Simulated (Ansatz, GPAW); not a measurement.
# Work function of Mg/Cd(0001) at several levels, part 2 of 3

How far do functional and basis move the work function of Mg/Cd(0001)?

GPAW 26.7.0 and Ansatz 0.2.0; Ansatz plane waves; slab in vacuum with a dipole correction, relaxation; PAW set soft_1 (the session's first sound run).

So far, upper work function (eV): step 2 (relaxation) 3.52.

### 3. Plane waves, PBE

The work function is the vacuum plateau of the electrostatic potential less the Fermi level; a dipole layer lets the two faces have plateaus of their own.

This step: GPAW, PAW setups; slab in vacuum (GPAW 26.7.0).

run.py

```python
import json
import numpy as np
from ase import Atoms
from gpaw import GPAW, PW

slab = Atoms(
    ['Cd', 'Cd', 'Cd', 'Cd', 'Cd', 'Cd', 'Cd', 'Cd', 'Cd', 'Cd', 'Cd', 'Cd', 'Cd', 'Cd', 'Cd', 'Cd', 'Mg'],
    positions=[
        [2.98000, 1.72050, 7.00000],
        [0.00000, 0.00000, 9.81014],
        [2.98159, 1.72142, 12.80521],
        [-0.01175, -0.00678, 15.73007],
        [4.47000, 4.30126, 7.00000],
        [1.49000, 2.58076, 9.81014],
        [4.47000, 4.29942, 12.80521],
        [1.49000, 2.59432, 15.73007],
        [5.96000, 1.72050, 7.00000],
        [2.98000, 0.00000, 9.81014],
        [5.95841, 1.72142, 12.80521],
        [2.99175, -0.00678, 15.73007],
        [7.45000, 4.30126, 7.00000],
        [4.47000, 2.58076, 9.81014],
        [7.45000, 4.30126, 12.73175],
        [4.47000, 2.58076, 15.71120],
        [1.49000, 0.86025, 18.36272]],
    cell=[[5.96, 0.0, 0.0], [2.98, 5.16151, 0.0], [0.0, 0.0, 24.87887]],
    pbc=[True, True, False])

slab.calc = GPAW(mode=PW(400), xc='PBE', kpts={'size': (6, 6, 1), 'gamma': True},
                 occupations={'name': 'fermi-dirac', 'width': 0.1}, nbands='200%',
                 convergence={'density': 1e-05}, maxiter=200,
                 poissonsolver={'dipolelayer': 'xy'},
                 symmetry={'tolerance': 1e-3}, txt='slab.txt')
result = {}
energy = slab.get_potential_energy()
fermi = slab.calc.get_fermi_level()
v = slab.calc.get_electrostatic_potential().mean((0, 1)) - fermi
n = slab.calc.get_pseudo_density().mean((0, 1))
L = slab.cell[2, 2]
z = np.arange(len(v)) * L / len(v)
low, high = slab.positions[:, 2].min(), slab.positions[:, 2].max()
below, above = np.interp([low - 4.8, high + 4.8], z, v)
slopes = [np.interp(x, z, np.gradient(v, z)) for x in (low - 4.8, high + 4.8)]
eps = np.array([[slab.calc.get_eigenvalues(k, s) for k in range(len(slab.calc.get_ibz_k_points()))]
                for s in range(slab.calc.get_number_of_spins())]) - fermi
top, bottom = eps[eps < 0].max(), eps[eps > 0].min()
dipole = slab.get_dipole_moment()[2]
print(f'energy {energy:.4f} eV, Fermi level {fermi:.4f} eV, dipole {dipole:.5f} e A')
print(f'potential 4.8 A off the faces, from the Fermi level: lower {below:.4f} eV, upper {above:.4f} eV')
print(f'slope of the potential there: lower {slopes[0]:.5f}, upper {slopes[1]:.5f} eV/A')
print(f'nearest levels on the mesh: {top:.4f} and {bottom:.4f} eV')
print('magnetic moment', round(slab.get_magnetic_moment(), 3))
result.update(energy=energy, fermi=fermi, dipole=dipole, below=below, above=above, slopes=slopes, edges=[top, bottom],
              z=z.tolist(), v=v.tolist(), n=n.tolist(), positions=slab.positions.tolist(),
              forces=slab.get_forces(apply_constraint=False).tolist(), moments=slab.get_magnetic_moments().tolist())
json.dump(result, open('result.json', 'w'))
```

Started as:

```bash
$ OMP_NUM_THREADS=1 OPENBLAS_NUM_THREADS=1 python run.py
```

Output:

```text
energy -13.3140 eV, Fermi level 1.7122 eV, dipole 0.05772 e A
potential 4.8 A off the faces, from the Fermi level: lower 3.8641 eV, upper 3.5219 eV
slope of the potential there: lower -0.00078, upper 0.00096 eV/A
nearest levels on the mesh: -0.0805 and 0.1171 eV
magnetic moment 0.0
```

Run time: 24 min. Hardware: 1 thread of Arm Neoverse V2, shared host; peak memory 1.1 GiB.

Numbers from this step:

- dipole along the normal: 0.05772 e·Å
- levels nearest the Fermi level on the mesh: -0.08052, 0.1171 eV from the Fermi level
- upper work function: 3.522 eV
- lower work function: 3.864 eV

The electrostatic potential energy of an electron (without an applied field's), less the Fermi level, planar mean oscillates, so the rows of the table below give means over windows of 2.9 Å about each position, cut where the curve ends. Its maxima inside the range that stand out by 2 % of the span (Å: eV): 8.4: 1.23, 11.3: 1.74, 14.2: 1.60, 17.3: 2.04. Its minima: 7.0: -22.1, 9.8: -22.3, 12.8: -22.3, 15.8: -22.4, 18.3: -0.687.

The electrostatic potential energy of an electron (without an applied field's), less the Fermi level, planar mean by z; means over each step:

z (Å), electrostatic potential energy of an electron (without an applied field's), less the Fermi level, planar mean (eV) and a bar from the least value:
```
     1.45        3.9 ##############################
     4.35        3.5 #############################
     7.25       -7.3 
    10.15       -7.3 
    13.05       -7.3 
    15.95       -7.3 
    18.85        1.5 ########################
    21.75        3.5 #############################
    24.65        3.5 #############################
```

The pseudo valence density, planar mean oscillates, so the rows of the table below give means over windows of 2.8 Å about each position, cut where the curve ends. Its maxima inside the range that stand out by 2 % of the span (Å: e/Å³): 7.0: 1.51, 9.7: 1.49, 12.9: 1.48, 15.8: 1.52, 18.5: 0.420. Its minima: 8.3: 0.109, 11.4: 0.0898, 14.3: 0.0914, 17.6: 0.0443.

Pseudo valence density, planar mean against z; means over each step:

z (Å), pseudo valence density, planar mean (e/Å³) and a bar:
```
     1.40       0.00 
     4.20       0.01 
     7.00       0.55 ##############################
     9.80       0.55 ##############################
    12.60       0.55 ##############################
    15.40       0.55 ##############################
    18.20       0.13 #######
    21.00       0.00 
    23.80       0.00
```

Force by atom:

| atom | x (eV/Å) | y (eV/Å) | z (eV/Å) | size |
| --- | --- | --- | --- | --- |
| Cd1 | 0.028 | 0.016 | -0.099 | 0.105 |
| Cd2 | -0.020 | -0.012 | 0.108 | 0.110 |
| Cd3 | -0.003 | -0.002 | 0.003 | 0.005 |
| Cd4 | 0.000 | 0.000 | -0.001 | 0.001 |
| Cd5 | 0.000 | -0.033 | -0.099 | 0.105 |
| Cd6 | 0.000 | 0.024 | 0.108 | 0.110 |
| Cd7 | 0.000 | 0.004 | 0.003 | 0.004 |
| Cd8 | 0.000 | 0.000 | -0.001 | 0.001 |
| Cd9 | -0.028 | 0.016 | -0.099 | 0.105 |
| Cd10 | 0.020 | -0.012 | 0.108 | 0.110 |
| Cd11 | 0.003 | -0.002 | 0.003 | 0.004 |
| Cd12 | 0.000 | 0.000 | -0.001 | 0.001 |
| Cd13 | 0.000 | 0.000 | -0.091 | 0.091 |
| Cd14 | 0.000 | 0.000 | 0.108 | 0.108 |
| Cd15 | 0.000 | 0.000 | -0.010 | 0.010 |
| Cd16 | 0.000 | 0.000 | -0.014 | 0.014 |
| Mg17 | 0.000 | 0.000 | -0.026 | 0.026 |

The potential is flat to 9.6e-4 eV/Å where it is read, so the vacuum is wide enough. The geometry is the other program's minimum; here the largest force on a free atom is 0.026 eV/Å.

### 4. Self-consistent run: xc = "vdW-DF2"

The same geometry under vdW-DF2, to see how far the functional moves the levels against the vacuum (the van der Waals functionals take revPBE setups).

Changes to run.py since step 3:

```diff
@@ -28,3 +28,3 @@
 
-slab.calc = GPAW(mode=PW(400), xc='PBE', kpts={'size': (6, 6, 1), 'gamma': True},
+slab.calc = GPAW(mode=PW(400), xc='vdW-DF2', kpts={'size': (6, 6, 1), 'gamma': True},
                  occupations={'name': 'fermi-dirac', 'width': 0.1}, nbands='200%',
```

Output:

```text
energy -1548.3824 eV, Fermi level 1.6226 eV, dipole 0.05922 e A
potential 4.8 A off the faces, from the Fermi level: lower 4.1916 eV, upper 3.8412 eV
slope of the potential there: lower -0.00199, upper 0.00157 eV/A
nearest levels on the mesh: -0.0900 and 0.1475 eV
magnetic moment 0.0
```

The job ended after 23 min (1 thread; peak memory 1.5 GiB).

Numbers from this step:

```
dipole along the normal                    : 0.05922 e·Å
levels nearest the Fermi level on the mesh : -0.08999, 0.1475 eV from the Fermi level
upper work function                        : 3.841 eV
lower work function                        : 4.192 eV
```

The electrostatic potential energy of an electron (without an applied field's), less the Fermi level, planar mean oscillates, so the rows of the table below give means over windows of 2.9 Å about each position, cut where the curve ends. Its maxima inside the range that stand out by 2 % of the span (Å: eV): 8.4: 0.948, 11.3: 1.48, 14.2: 1.33, 17.3: 2.02. Its minima: 7.0: -22.2, 9.8: -22.4, 12.8: -22.3, 15.8: -22.4, 18.3: -0.511.

Electrostatic potential energy of an electron (without an applied field's), less the Fermi level, planar mean against z; means over each step:

| z (Å) | electrostatic potential energy of an electron (without an applied field's), less the Fermi level, planar mean (eV) |
| --- | --- |
| 1.45 | 4.18 |
| 4.35 | 3.79 |
| 7.25 | -7.42 |
| 10.15 | -7.42 |
| 13.05 | -7.45 |
| 15.95 | -7.35 |
| 18.85 | 1.70 |
| 21.75 | 3.81 |
| 24.65 | 3.85 |

Pseudo valence density, planar mean against z:

| z (Å) | pseudo valence density, planar mean (e/Å³) |
| --- | --- |
| 3.0 | 1.3e-4 |
| 3.5 | 4.0e-4 |
| 4.0 | 0.00126 |
| 4.5 | 0.00391 |
| 5.0 | 0.0123 |
| 5.5 | 0.0408 |
| 6.0 | 0.152 |
| 6.5 | 0.622 |
| 7.0 | 1.47 |
| 7.5 | 0.614 |
| 8.0 | 0.175 |
| 8.5 | 0.105 |
| 9.0 | 0.284 |
| 9.5 | 1.01 |
| 10.0 | 1.27 |
| 10.5 | 0.379 |
| 11.0 | 0.110 |
| 11.5 | 0.0977 |
| 12.0 | 0.290 |
| 12.5 | 1.05 |
| 13.0 | 1.20 |
| 13.5 | 0.353 |
| 14.0 | 0.112 |
| 14.5 | 0.104 |
| 15.0 | 0.345 |
| 15.5 | 1.20 |
| 16.0 | 1.09 |
| 16.5 | 0.304 |
| 17.0 | 0.0830 |
| 17.5 | 0.0446 |
| 18.0 | 0.174 |
| 18.5 | 0.374 |
| 19.0 | 0.0458 |
| 19.5 | 0.0147 |
| 20.0 | 0.00708 |
| 20.5 | 0.00295 |
| 21.0 | 0.00116 |
| 21.5 | 4.4e-4 |
| 22.0 | 1.6e-4 |
| 22.5 | 5.8e-5 |

Force by atom:

| atom | x (eV/Å) | y (eV/Å) | z (eV/Å) | size |
| --- | --- | --- | --- | --- |
| Cd1 | 0.027 | 0.015 | -0.426 | 0.427 |
| Cd2 | -0.014 | -0.008 | 0.155 | 0.156 |
| Cd3 | -0.010 | -0.006 | -0.010 | 0.015 |
| Cd4 | -0.005 | -0.003 | 0.197 | 0.197 |
| Cd5 | -0.001 | -0.032 | -0.426 | 0.427 |
| Cd6 | 0.000 | 0.016 | 0.155 | 0.156 |
| Cd7 | -0.001 | 0.011 | -0.010 | 0.014 |
| Cd8 | 0.000 | 0.006 | 0.197 | 0.197 |
| Cd9 | -0.028 | 0.015 | -0.426 | 0.427 |
| Cd10 | 0.014 | -0.008 | 0.155 | 0.156 |
| Cd11 | 0.009 | -0.006 | -0.010 | 0.014 |
| Cd12 | 0.005 | -0.003 | 0.197 | 0.197 |
| Cd13 | -0.001 | 0.000 | -0.419 | 0.419 |
| Cd14 | 0.000 | 0.000 | 0.163 | 0.163 |
| Cd15 | -0.001 | 0.000 | -0.013 | 0.013 |
| Cd16 | 0.000 | 0.000 | 0.193 | 0.193 |
| Mg17 | 0.000 | 0.000 | 0.308 | 0.308 |

The upper face's work function is 3.841 eV, against 3.522 eV in the first plane-wave PBE run at this geometry.

### 5. Self-consistent run: xc = "revPBE"

The same geometry under revPBE, to see how far the functional moves the levels against the vacuum.

Changes to run.py since step 4:

```diff
@@ -28,3 +28,3 @@
 
-slab.calc = GPAW(mode=PW(400), xc='vdW-DF2', kpts={'size': (6, 6, 1), 'gamma': True},
+slab.calc = GPAW(mode=PW(400), xc='revPBE', kpts={'size': (6, 6, 1), 'gamma': True},
                  occupations={'name': 'fermi-dirac', 'width': 0.1}, nbands='200%',
```

Output:

```text
energy -8.0483 eV, Fermi level 1.8175 eV, dipole 0.04176 e A
potential 4.8 A off the faces, from the Fermi level: lower 3.7198 eV, upper 3.4713 eV
slope of the potential there: lower -0.00090, upper 0.00105 eV/A
nearest levels on the mesh: -0.0784 and 0.1140 eV
magnetic moment 0.0
```

Wall time 24 min (1 thread); peak memory 1.1 GiB.

This step gave:

```yaml
dipole_along_the_normal: 0.04176 e·Å
levels_nearest_the_fermi_level_on_the_mesh: -0.07841, 0.1140 eV from the Fermi level
upper_work_function: 3.471 eV
lower_work_function: 3.720 eV
```

The electrostatic potential energy of an electron (without an applied field's), less the Fermi level, planar mean oscillates, so the rows of the table below give means over windows of 2.9 Å about each position, cut where the curve ends. Its maxima inside the range that stand out by 2 % of the span (Å: eV): 8.4: 1.11, 11.3: 1.62, 14.2: 1.48, 17.3: 1.92. Its minima: 7.0: -22.2, 9.8: -22.4, 12.8: -22.3, 15.8: -22.4, 18.3: -0.791.

Electrostatic potential energy of an electron (without an applied field's), less the Fermi level, planar mean against z; means over each step:

| z (Å) | electrostatic potential energy of an electron (without an applied field's), less the Fermi level, planar mean (eV) |
| --- | --- |
| 1.45 | 3.71 |
| 4.35 | 3.39 |
| 7.25 | -7.41 |
| 10.15 | -7.37 |
| 13.05 | -7.40 |
| 15.95 | -7.37 |
| 18.85 | 1.41 |
| 21.75 | 3.44 |
| 24.65 | 3.48 |

The upper face's work function is 3.471 eV, against 3.522 eV in the first plane-wave PBE run at this geometry.

### 6. OptPBE vdW: xc = "optPBE-vdW"

The same geometry under optPBE-vdW, to see how far the functional moves the levels against the vacuum (the van der Waals functionals take revPBE setups).

Changes to run.py since step 5:

```diff
@@ -28,3 +28,3 @@
 
-slab.calc = GPAW(mode=PW(400), xc='revPBE', kpts={'size': (6, 6, 1), 'gamma': True},
+slab.calc = GPAW(mode=PW(400), xc='optPBE-vdW', kpts={'size': (6, 6, 1), 'gamma': True},
                  occupations={'name': 'fermi-dirac', 'width': 0.1}, nbands='200%',
```

Output:

```text
energy -255.9820 eV, Fermi level 1.6517 eV, dipole 0.05934 e A
potential 4.8 A off the faces, from the Fermi level: lower 4.0380 eV, upper 3.6864 eV
slope of the potential there: lower -0.00141, upper 0.00138 eV/A
nearest levels on the mesh: -0.0793 and 0.1271 eV
magnetic moment 0.0
```

Elapsed: 24 min, on 1 thread; peak memory 1.5 GiB.

This step gave:

```
dipole along the normal                    : 0.05934 e·Å
levels nearest the Fermi level on the mesh : -0.07927, 0.1271 eV from the Fermi level
upper work function                        : 3.686 eV
lower work function                        : 4.038 eV
```

The upper face's work function is 3.686 eV, against 3.522 eV in the first plane-wave PBE run at this geometry.

### 7. Real-space grid: mode = "fd"

A real-space grid is a second complete basis, so it checks the plane-wave result.

Changes to run.py since step 6:

```diff
@@ -3,3 +3,3 @@
 from ase import Atoms
-from gpaw import GPAW, PW
+from gpaw import GPAW
 
@@ -28,3 +28,3 @@
 
-slab.calc = GPAW(mode=PW(400), xc='optPBE-vdW', kpts={'size': (6, 6, 1), 'gamma': True},
+slab.calc = GPAW(mode='fd', h=0.18, xc='PBE', kpts={'size': (6, 6, 1), 'gamma': True},
                  occupations={'name': 'fermi-dirac', 'width': 0.1}, nbands='200%',
```

Output:

```text
energy -15.8853 eV, Fermi level -3.6920 eV, dipole 0.05822 e A
potential 4.8 A off the faces, from the Fermi level: lower 3.8628 eV, upper 3.5207 eV
slope of the potential there: lower -0.00085, upper 0.00074 eV/A
nearest levels on the mesh: -0.0805 and 0.1164 eV
magnetic moment 0.0
```

Elapsed: 1.8 h, on 1 thread; peak memory 6 GiB.

This step gave:

* dipole along the normal: 0.05822 e·Å
* levels nearest the Fermi level on the mesh: -0.08052, 0.1164 eV from the Fermi level
* upper work function: 3.521 eV
* lower work function: 3.863 eV

The electrostatic potential energy of an electron (without an applied field's), less the Fermi level, planar mean by z:

| z (Å) | electrostatic potential energy of an electron (without an applied field's), less the Fermi level, planar mean (eV) |
| --- | --- |
| 0.0 | 3.69 |
| 0.5 | 3.86 |
| 1.0 | 3.86 |
| 1.5 | 3.86 |
| 2.0 | 3.86 |
| 2.5 | 3.86 |
| 3.0 | 3.86 |
| 3.5 | 3.85 |
| 4.0 | 3.83 |
| 4.5 | 3.77 |
| 5.0 | 3.53 |
| 5.5 | 2.73 |
| 6.0 | -0.119 |
| 6.5 | -10.1 |
| 7.0 | -22.2 |
| 7.5 | -10.3 |
| 8.0 | -0.514 |
| 8.5 | 1.14 |
| 9.0 | -2.85 |
| 9.5 | -16.5 |
| 10.0 | -19.9 |
| 10.5 | -5.15 |
| 11.0 | 1.01 |
| 11.5 | 1.39 |
| 12.0 | -3.26 |
| 12.5 | -17.2 |
| 13.0 | -19.2 |
| 13.5 | -4.62 |
| 14.0 | 1.08 |
| 14.5 | 1.07 |
| 15.0 | -4.48 |
| 15.5 | -19.0 |
| 16.0 | -17.6 |
| 16.5 | -3.44 |
| 17.0 | 1.42 |
| 17.5 | 1.92 |
| 18.0 | 0.368 |
| 18.5 | -0.512 |
| 19.0 | 1.40 |
| 19.5 | 2.62 |
| 20.0 | 3.18 |
| 20.5 | 3.40 |
| 21.0 | 3.48 |
| 21.5 | 3.51 |
| 22.0 | 3.52 |
| 22.5 | 3.52 |
| 23.0 | 3.52 |
| 23.5 | 3.52 |
| 24.0 | 3.52 |
| 24.5 | 3.52 |

The upper face's work function is 3.521 eV, against 3.522 eV in the first plane-wave PBE run at this geometry.

### 8. Cost and result by level

Times are for 1 thread of Arm Neoverse V2, shared host. Results by setting:

| no. | run | upper work function (eV) | lower work function (eV) | time | memory (GiB) |
| --- | --- | --- | --- | --- | --- |
| 1 | pw | 3.522 | 3.864 | 24 min | 1.1 |
| 2 | vdW DF2 | 3.841 | 4.192 | 23 min | 1.5 |
| 3 | revPBE | 3.471 | 3.720 | 24 min | 1.1 |
| 4 | optPBE vdW | 3.686 | 4.038 | 24 min | 1.5 |
| 5 | fd | 3.521 | 3.863 | 1.8 h | 6.0 |

(Continued in part 3 of 3.)

[Logs are printed without paths, hosts, clocks, repeated set-up lines and the standing remarks that a program may print on its own settings, such as how far it seeks lower states.]

[Hosts, paths, dates, database ids (printed as entryN), source tags and the programs' standing remarks are cut or masked in the printed files.]
